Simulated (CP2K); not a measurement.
Two runs for the S L₂,₃ edge of 3-cyanothiophene. Run A: CP2K XAS_TDP, all-electron GAPW, PBEh(45%), aug-cc-pVDZ, TDA, ZORA, spin–orbit coupling. Run B differs in one setting.

First lines with a strength over 0.0003. A:

```csv
atom,energy (eV),states,"strength, one atom"
S6 (bonded to 2 C),164.21,1,0.0003
,164.67,1,0.0022
,164.96,1,0.0018
,165.74,2,0.0017
,166.09,1,0.0043
```

B:

| atom | energy (eV) | states | strength, one atom |
| --- | --- | --- | --- |
| S6 (bonded to 2 C) | 167.16 | 2 | 0.0004 |
|  | 167.64 | 1 | 0.0021 |
|  | 167.91 | 1 | 0.0019 |
|  | 168.70 | 2 | 0.0017 |
|  | 169.03 | 1 | 0.0041 |

**Question.** Which was it: the basis, GW2X switched on, the functional?

GW2X switched on. GW2X shifts the lines nearly together; each 2p level gets its own shift. The lowest line over the strength cut lies at 167.16 eV, against 164.21 eV (PBEh(45%), aug-cc-pVDZ).

[Banner, clock and machine lines of the logs are left out without a mark of their own.]

[Logs are printed without paths, hosts, clocks, repeated set-up lines and the standing remarks that a program may print on its own settings, such as how far it seeks lower states.]

[Hosts, paths, dates, database ids (printed as entryN), source tags and the programs' standing remarks are cut or masked in the printed files.]
